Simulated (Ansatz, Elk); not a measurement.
## RbBi3Pb4: X-ray structure factors from the self-consistent density

The structure of RbBi3Pb4 used here is made up (a known structure type with other elements) and was relaxed beforehand with PBE. The aim is the Fourier transform of its all-electron density, F(hkl), set beside the sum over free spherical atoms that refinements use.

Program: Elk 11.2.3 (patched build). Level of theory: DFT, PBE, all-electron APW+lo, Dirac cores, scalar-relativistic bands, static density, no spin. Results are calculated unless marked as measured.

The structure was built from a prototype and need not be the compound's stable phase.

### Step 1. Starting point

It takes space group P4/mmm (No. 123, tetragonal). Conventional cell: a = 5.419 Å, b = 5.419 Å, c = 11.031 Å, α = 90.00°, β = 90.00°, γ = 90.00°. Nearest to Bi lie 8 Pb at 3.33 Å. Nearest to Bi lie 4 Pb at 3.27 Å and 1 Bi at 3.49 Å and 4 Rb at 4.21 Å. Nearest to Pb lie 4 Bi at 3.27 to 3.33 Å and 5 Pb at 3.83 to 3.88 Å and 2 Rb at 4.49 Å. Nearest to Rb lie 8 Bi at 4.21 Å and 8 Pb at 4.49 Å. Farther neighbours are not listed.

### Step 2. Ground state and structure factors

An all-electron density is needed, since X-rays see the cores too. Task 0 finds the density and task 195 Fourier-transforms it; tshift is off so that phases refer to the origin typed.

Contents of elk.in:

```
tasks
  0
  195

xctype
  20

spinpol
  .false.

rgkmax
  7.0

gmaxvr
  14.0

lmaxo
  7

lmaxapw
  8

swidth
  0.002

tshift
  .false.

ramdisk
  .false.

hmaxvr
  5.5

maxscl
  120

epspot
  1e-06

sppath
  './'

avec
  10.23984595615 0.00000000000 0.00000000000
  -0.00000000000 10.23984595615 0.00000000000
  0.00000000000 0.00000000000 20.84620181596

atoms
  3
  'Bi.in'
  3
  -0.0000000000 0.0000000000 0.0000000000   0.000000 0.000000 0.000000
  0.5000000000 0.5000000000 0.6580468639   0.000000 0.000000 0.000000
  0.5000000000 0.5000000000 0.3419531361   0.000000 0.000000 0.000000
  'Pb.in'
  4
  0.5000000000 -0.0000000000 0.8240013565   0.000000 0.000000 0.000000
  0.0000000000 0.5000000000 0.8240013565   0.000000 0.000000 0.000000
  0.5000000000 -0.0000000000 0.1759986435   0.000000 0.000000 0.000000
  0.0000000000 0.5000000000 0.1759986435   0.000000 0.000000 0.000000
  'Rb.in'
  1
  -0.0000000000 0.0000000000 0.5000000000   0.000000 0.000000 0.000000

ngridk
  4 4 2
```

Run with:

```
$ OMP_NUM_THREADS=4 elk
```

Numbers of over 12 decimals in the logs are rounded to 6 here.

What it wrote:

```text
┌─────────────────────────┐
│ Elk code version 11.2.3 │
└─────────────────────────┘

All units are atomic (Hartree, Bohr, etc.)

┌─────────────────────────────────────────────────┐
│ Ground-state run starting from atomic densities │
└─────────────────────────────────────────────────┘

Lattice vectors :
   10.23984596       0.000000000       0.000000000
  -0.000000000       10.23984596       0.000000000
   0.000000000       0.000000000       20.84620182

Reciprocal lattice vectors :
  0.6136015458       0.000000000      -0.000000000
   0.000000000      0.6136015458       0.000000000
   0.000000000      -0.000000000      0.3014067197

Unit cell volume      :    2185.816926
Brillouin zone volume :   0.1134816967

Muffin-tin inner radius fraction :   0.1000000000E-01

Nuclei treated as point charges

Species : 1 (Bi)
 parameters loaded from : Bi.in
 name : bismuth
 nuclear charge    :   -83.00000000
 electronic charge :    83.00000000
 atomic mass :    380947.9285
 muffin-tin radius :    2.800000000
 number of radial points in muffin-tin :   1393
 inner part over the whole radius :   0.9976520004E-02
 number on inner part of muffin-tin    :   1001
 approximate nuclear radius :   0.1052171418E-03
 number of mesh points to nuclear radius :    526
 atomic positions (lattice), magnetic fields (Cartesian) :
  1 :   0.00000000  0.00000000  0.00000000    0.00000000  0.00000000  0.00000000
  2 :   0.50000000  0.50000000 -0.34195314    0.00000000  0.00000000  0.00000000
  3 :   0.50000000  0.50000000  0.34195314    0.00000000  0.00000000  0.00000000

Species : 2 (Pb)
 parameters loaded from : Pb.in
 name : lead
 nuclear charge    :   -82.00000000
 electronic charge :    82.00000000
 atomic mass :    377702.4943
 muffin-tin radius :    2.800000000
 number of radial points in muffin-tin :   1393
 inner part over the whole radius :   0.9993555083E-02
 number on inner part of muffin-tin    :   1001
 approximate nuclear radius :   0.1047603524E-03
 number of mesh points to nuclear radius :    525
 atomic positions (lattice), magnetic fields (Cartesian) :
  1 :   0.50000000  0.00000000 -0.17599864    0.00000000  0.00000000  0.00000000
  2 :   0.00000000  0.50000000 -0.17599864    0.00000000  0.00000000  0.00000000
  3 :   0.50000000  0.00000000  0.17599864    0.00000000  0.00000000  0.00000000
  4 :   0.00000000  0.50000000  0.17599864    0.00000000  0.00000000  0.00000000

Species : 3 (Rb)
 parameters loaded from : Rb.in
 name : rubidium
 nuclear charge    :   -37.00000000
 electronic charge :    37.00000000
 atomic mass :    155798.2686
 muffin-tin radius :    2.600000000
 number of radial points in muffin-tin :   1193
 inner part over the whole radius :   0.9947532429E-02
 number on inner part of muffin-tin    :    847
 approximate nuclear radius :   0.7999050501E-04
 number of mesh points to nuclear radius :    413
 atomic positions (lattice), magnetic fields (Cartesian) :
  1 :   0.00000000  0.00000000  0.50000000    0.00000000  0.00000000  0.00000000

Total number of atoms per unit cell :    8
Total muffin-tin volume :    717.2884347
 ratio of muffin-tin to unit cell volume :   0.3281557692

Spin treatment :
 spin-unpolarised

Number of Bravais lattice symmetries :   16
Number of crystal symmetries         :   16
Crystal has inversion symmetry
Real symmetric eigensolver will be used

k-point grid :      4     4     2
k-point offset :    0.000000000       0.000000000       0.000000000
k-point set is reduced with full crystal symmetry group
Total number of k-points :       12

Muffin-tin radius times maximum |G+k| :    7.000000000
 using average radius
Maximum |G+k| for APW functions       :    2.522522523
Maximum (1/2)|G+k|²                   :    3.181559938
Maximum |G| for potential and density :    14.00000000
Constant for pseudocharge density :   10
 order of it for each species :   17  17  17
 order of it for pair densities of each species (exact exchange by exxq0 0: 18) :   10  10   8
Radial integration step length :    1

[...]
electron entropic           :    -0.17179703540371E-02
 total energy                :     -151443.26304119

Density of states at Fermi energy :    143.4486300
 (states/Hartree/unit cell)

Estimated indirect band gap :   0.2581480314E-02
 from k-point 11 to k-point 3
Estimated direct band gap   :   0.9061716137E-02
 at k-point 11

Charges :
 core                        :    504.0000000
 valence                     :    110.0000000
 interstitial                :    14.07994858
 muffin-tins (core leakage)
  species : 1 (Bi)
[...]
species : 2 (Pb)
[...]
species : 3 (Rb)
[...]
total in muffin-tins        :    599.9200514
 total calculated charge     :    613.9925818
 total charge                :    614.0000000
 error                       :   0.7418187901E-02

RMS change in Kohn-Sham potential (target) :   0.1529909820     (  0.1000000000E-05)
Absolute change in total energy (target)   :   0.6695228244     (  0.1000000000E-03)

[... loops 3 to 15 left out ...]

┌──────────────────┐
│ Loop number : 16 │
└──────────────────┘

Energies :
 Fermi                       :     0.153696
 sum of occupied eigenvalues :     -93698.374526671
 electron kinetic            :      176286.06782333
 core electron kinetic       :      175284.54462953
 Coulomb                     :     -324868.51711182
 Coulomb potential           :     -266243.88141626
 nuclear-nuclear             :     -9789.9167337290
 electron-nuclear            :     -364061.61005618
 Hartree                     :      48983.009678084
 Madelung                    :     -191746.57640370
 xc potential                :     -3740.5609337415
 exchange                    :     -2820.9960188986
 correlation                 :     -37.330551888789
 electron entropic           :    -0.17264275065836E-02
 total energy                :     -151440.77758571

Density of states at Fermi energy :    140.7704194
 (states/Hartree/unit cell)

Estimated indirect band gap :   0.2253086700E-02
 from k-point 2 to k-point 3
Estimated direct band gap   :   0.1530486024E-01
 at k-point 4

Charges :
 core                        :    504.0000000
 valence                     :    110.0000000
 interstitial                :    13.91093902
 muffin-tins (core leakage)
  species : 1 (Bi)
[...]
species : 2 (Pb)
[...]
species : 3 (Rb)
[...]
total in muffin-tins        :    600.0890610
 total calculated charge     :    613.9928262
 total charge                :    614.0000000
 error                       :   0.7173830690E-02

RMS change in Kohn-Sham potential (target) :   0.7110507442E-07 (  0.1000000000E-05)
Absolute change in total energy (target)   :   0.6946155918E-04 (  0.1000000000E-03)

Convergence targets achieved

┌──────────────────┐
│ Loop number : 17 │
└──────────────────┘

Energies :
 Fermi                       :     0.153696
 sum of occupied eigenvalues :     -93698.374525163
 electron kinetic            :      176286.06781905
 core electron kinetic       :      175284.54462583
 Coulomb                     :     -324868.51710598
 Coulomb potential           :     -266243.88141203
 nuclear-nuclear             :     -9789.9167337290
 electron-nuclear            :     -364061.61004775
 Hartree                     :      48983.009675494
 Madelung                    :     -191746.57639997
 xc potential                :     -3740.5609321856
 exchange                    :     -2820.9960187910
 correlation                 :     -37.330551894615
 electron entropic           :    -0.17264277635941E-02
 total energy                :     -151440.77758404

Density of states at Fermi energy :    140.7704331
 (states/Hartree/unit cell)

Estimated indirect band gap :   0.2253095389E-02
 from k-point 2 to k-point 3
Estimated direct band gap   :   0.1530484012E-01
 at k-point 4

Charges :
 core                        :    504.0000000
 valence                     :    110.0000000
 interstitial                :    13.91093907
 muffin-tins (core leakage)
  species : 1 (Bi)
[...]
species : 2 (Pb)
[...]
atom 3                    :    80.27684008     (  0.1177147093E-02)
   atom 4                    :    80.27684008     (  0.1177147093E-02)
  species : 3 (Rb)
   atom 1                    :    35.37172553     (  0.9218270038E-04)
 total in muffin-tins        :    600.0890609
 total calculated charge     :    613.9928262
 total charge                :    614.0000000
 error                       :   0.7173830782E-02

┌──────────────────────────────┐
│ Self-consistent loop stopped │
└──────────────────────────────┘

Warning : core states of species 1 leak from the muffin-tin :   0.6765898798E-03

Warning : core states of species 2 leak from the muffin-tin :   0.1177147093E-02

Wrote STATE.OUT
```

It took 1.9 min on 4 threads of Arm Neoverse V2, shared host; peak memory 0.46 GiB.

SFACRHO.OUT:

```text

h k l indices transformed by vhmat matrix:
   1.000000000       0.000000000       0.000000000    
   0.000000000       1.000000000       0.000000000    
   0.000000000       0.000000000       1.000000000    

      h      k      l  multipl.   |H|            Re(F)            Im(F)           |F|

      0      0      0      1   0.0000000       614.00000      0.36004098E-15   614.00000    
      0      0     -1      2  0.30140672       101.46549     -0.49471020E-13   101.46549    
      0      0      2      2  0.60281344      -137.59992     -0.68910005E-14   137.59992    
      0     -1      0      4  0.61360155      -44.859081     -0.17315392E-12   44.859081    
      1      0      1      8  0.68363211       129.99962     -0.11826687E-13   129.99962    
     -1      0      2      8  0.86016911       170.16918     -0.13172137E-13   170.16918    
      1     -1      0      4  0.86776363      -40.231220      0.22516090E-13   40.231220    
      0      0     -3      2  0.90422016      -101.90388      0.18525577E-12   101.90388    
      1     -1     -1      8  0.91861838      -172.93385     -0.40591878E-13   172.93385    
     -1      1      2      8   1.0565973       219.69049      0.10659652E-13   219.69049    
      0     -1     -3      8   1.0927584      -102.25061     -0.18187026E-12   102.25061    
      0      0      4      2   1.2056269      -75.742746      0.83917298E-13   75.742746    
      2      0      0      4   1.2272031       527.16567     -0.32056957E-12   527.16567    
     -1      1     -3      8   1.2532469       458.67492      0.10887453E-12   458.67492    
     -2      0      1      8   1.2636746       89.719079      0.31846428E-13   89.719079    
     -1      0      4      8   1.3527908       193.22060     -0.16436370E-12   193.22060    
      2      0      2      8   1.3672642      -122.31304      0.11875824E-12   122.31304    
      1      2      0      8   1.3720548      -40.452222      0.21944934E-12   40.452222
```

Elk indexes on the primitive cell of elk.in and gives |H| = 4π sin θ/λ in inverse bohr. Below, one row stands for each form hkl of the conventional cell (m members, Friedel mates merged), F is for one primitive cell and the density is static (no thermal factor). Free-atom factors are Waasmaier and Kirfel's, and R is Σm||F|−|F'||/Σm|F|.

| hkl | m | sin θ/λ (Å⁻¹) | abs F, DFT | neutral atoms | diff. |
| --- | --- | --- | --- | --- | --- |
| 001 | 2 | 0.045 | 101.466 | 101.540 | -0.074 |
| 002 | 2 | 0.091 | 137.600 | 137.641 | -0.041 |
| 100 | 4 | 0.092 | 44.859 | 44.787 | +0.072 |
| 101 | 8 | 0.103 | 130.000 | 129.878 | +0.122 |
| 102 | 8 | 0.129 | 170.169 | 170.091 | +0.078 |
| 110 | 4 | 0.131 | 40.231 | 40.390 | -0.158 |
| 003 | 2 | 0.136 | 101.904 | 102.243 | -0.339 |
| 111 | 8 | 0.138 | 172.934 | 172.998 | -0.064 |
| 112 | 8 | 0.159 | 219.690 | 219.862 | -0.172 |
| 103 | 8 | 0.164 | 102.251 | 102.257 | -0.006 |
| 004 | 2 | 0.181 | 75.743 | 75.832 | -0.090 |
| 200 | 4 | 0.184 | 527.166 | 527.717 | -0.551 |
| 113 | 8 | 0.189 | 458.675 | 459.252 | -0.577 |
| 201 | 8 | 0.190 | 89.719 | 89.793 | -0.074 |

### Step 3. The highest occupied states alone

An energy window below the Fermi level keeps the highest occupied states, to see at which angles they scatter; shallow core shells can lie inside it and anion s states outside. No new self-consistency is needed.

elk.in, as its differences from that of step 2:

```diff
@@ -1,3 +1,2 @@
 tasks
-  0
   195
@@ -40,2 +39,5 @@
 
+wsfac
+  -0.287300 0.453700
+
 sppath
```

Run with:

```
$ OMP_NUM_THREADS=4 elk
```

What it wrote:

```text
┌─────────────────────────────────┐
│ Elk code version 11.2.3 started │
└─────────────────────────────────┘

Info(readinput): the functional depends on the density's gradient
 muffin-tin radial points multiplied by    2.00000
 (not where nrmtscf is given)

┌────────────────────┐
│ Current task : 195 │
└────────────────────┘

Info(sfacrho): density structure factors written to SFACRHO.OUT

 Energy window :  -0.2873000000      0.4537000000

┌──────────────────┐
│ Elk code stopped │
└──────────────────┘
```

Elapsed: 66 s, on 4 threads; peak memory 0.31 GiB.

States within 12 eV below the Fermi level hold 31.94 electrons; any levels below the window count with the cores, and a count that is not whole means the window cuts a band. Their amplitudes can exceed the total, where window and core parts have opposite phase:

| hkl | sin θ/λ (Å⁻¹) | abs F, window | abs F, all |
| --- | --- | --- | --- |
| 001 | 0.045 | 5.110 | 101.466 |
| 002 | 0.091 | 4.827 | 137.600 |
| 100 | 0.092 | 2.865 | 44.859 |
| 101 | 0.103 | 5.504 | 130.000 |
| 102 | 0.129 | 3.397 | 170.169 |
| 110 | 0.131 | 0.095 | 40.231 |
| 003 | 0.136 | 0.242 | 101.904 |
| 111 | 0.138 | 2.294 | 172.934 |
| 112 | 0.159 | 2.022 | 219.690 |
| 103 | 0.164 | 0.965 | 102.251 |

### Step 4. Another functional

The difference from free atoms is small, so it is set against the change that LDA (Perdew-Wang) makes.

elk.in, as its differences from that of step 3:

```diff
@@ -1,2 +1,3 @@
 tasks
+  0
   195
@@ -4,3 +5,3 @@
 xctype
-  20
+  3
 
@@ -39,5 +40,2 @@
 
-wsfac
-  -0.287300 0.453700
-
 sppath
```

Run with:

```
$ OMP_NUM_THREADS=4 elk
```

What it wrote:

```text
┌─────────────────────────┐
│ Elk code version 11.2.3 │
└─────────────────────────┘

All units are atomic (Hartree, Bohr, etc.)

┌─────────────────────────────────────────────────┐
│ Ground-state run starting from atomic densities │
└─────────────────────────────────────────────────┘

Lattice vectors :
   10.23984596       0.000000000       0.000000000
  -0.000000000       10.23984596       0.000000000
   0.000000000       0.000000000       20.84620182

Reciprocal lattice vectors :
  0.6136015458       0.000000000      -0.000000000
[...]
atom 4                    :    80.28858379     (  0.1183252797E-02)
  species : 3 (Rb)
   atom 1                    :    35.35848267     (  0.8716343452E-04)
 total in muffin-tins        :    600.1519166
 total calculated charge     :    613.9928022
 total charge                :    614.0000000
 error                       :   0.7197753184E-02

┌──────────────────────────────┐
│ Self-consistent loop stopped │
└──────────────────────────────┘

Warning : core states of species 1 leak from the muffin-tin :   0.6769347679E-03

Warning : core states of species 2 leak from the muffin-tin :   0.1183252797E-02

Wrote STATE.OUT
[key lines of the parts left out:]
total energy                :     -151357.66206114
```

Run time: 72 s. Hardware: 4 threads; peak memory 0.37 GiB; 2.5 min of CPU time.

Against the first run R = 0.01 %; the largest change is -0.068 at 313.

### Step 5. Basis size

A smaller basis shows how fast F responds to it; the change is likely larger than the basis error of the first run, but doesn't show convergence.

elk.in, as its differences from that of step 4:

```diff
@@ -5,3 +5,3 @@
 xctype
-  3
+  20
 
@@ -11,3 +11,3 @@
 rgkmax
-  7.0
+  5.5
```

Run with:

```
$ OMP_NUM_THREADS=4 elk
```

What it wrote:

```text
┌─────────────────────────┐
│ Elk code version 11.2.3 │
└─────────────────────────┘

All units are atomic (Hartree, Bohr, etc.)

┌─────────────────────────────────────────────────┐
│ Ground-state run starting from atomic densities │
└─────────────────────────────────────────────────┘

Lattice vectors :
   10.23984596       0.000000000       0.000000000
  -0.000000000       10.23984596       0.000000000
   0.000000000       0.000000000       20.84620182

Reciprocal lattice vectors :
  0.6136015458       0.000000000      -0.000000000
[...]
atom 4                    :    80.24015407     (  0.1187453978E-02)
  species : 3 (Rb)
   atom 1                    :    35.31490542     (  0.9160825740E-04)
 total in muffin-tins        :    599.7755084
 total calculated charge     :    613.9926622
 total charge                :    614.0000000
 error                       :   0.7337751376E-02

┌──────────────────────────────┐
│ Self-consistent loop stopped │
└──────────────────────────────┘

Warning : core states of species 1 leak from the muffin-tin :   0.6813917212E-03

Warning : core states of species 2 leak from the muffin-tin :   0.1187453978E-02

Wrote STATE.OUT
[key lines of the parts left out:]
total energy                :     -151440.39919435
```

It took 1.7 min on 4 threads; peak memory 0.43 GiB; 3.1 min of CPU time.

Against the first run R = 0.02 %; the largest change is +0.173 at 206.

### Step 6. Settings against the effect

| run | R against the first run (%) | R against neutral atoms, low angle (%) | wall time |
| --- | --- | --- | --- |
| PBE, rgkmax 7 | 0.00 | 0.09 | 1.9 min |
| LDA (Perdew-Wang) | 0.01 | 0.09 | 72 s |
| rgkmax 5.5 | 0.02 | 0.09 | 1.7 min |

### Step 7. What came out

```
R against neutral atoms, sin θ/λ < 0.3 Å⁻¹ : 0.09 %
R against neutral atoms, 0.3 to 0.52 Å⁻¹   : 0.02 %
```

**Reading.** Independent neutral atoms miss the calculated amplitudes by R = 0.09 % below 0.3 Å⁻¹ and 0.02 % from there to 0.52 Å⁻¹; by shells, 0.08 % below 0.15 Å⁻¹ (8 forms), 0.09 % 0.15 to 0.3 (31 forms), 0.02 % 0.3 to 0.45 (62 forms), 0.03 % above 0.45 (48 forms). Bonding, aspherical density and the tables' own atoms all enter these figures, and the runs don't part them. The largest change of an amplitude is -0.58 electrons, at 113. The window's part falls from 31.9 electrons at the origin to at most 0.48 between 0.45 and 0.52 Å⁻¹. Below 0.3 Å⁻¹ the changes that finished (LDA (Perdew-Wang) and rgkmax 5.5) move F by R = 0.02 % at most, against the 0.09 % that separates it from free atoms. The k-mesh has no finished test. Spin-orbit coupling is left out, which can matter for elements this heavy. Part of the difference isn't bonding: the tables are fits to free atoms and ions calculated by other methods than this functional. Thermal motion, anomalous dispersion and extinction are left out.

[Logs are printed without paths, hosts, clocks, repeated set-up lines and the standing remarks that a program may print on its own settings, such as how far it seeks lower states.]

[Hosts, paths, dates, database ids (printed as entryN), source tags and the programs' standing remarks are cut or masked in the printed files.]
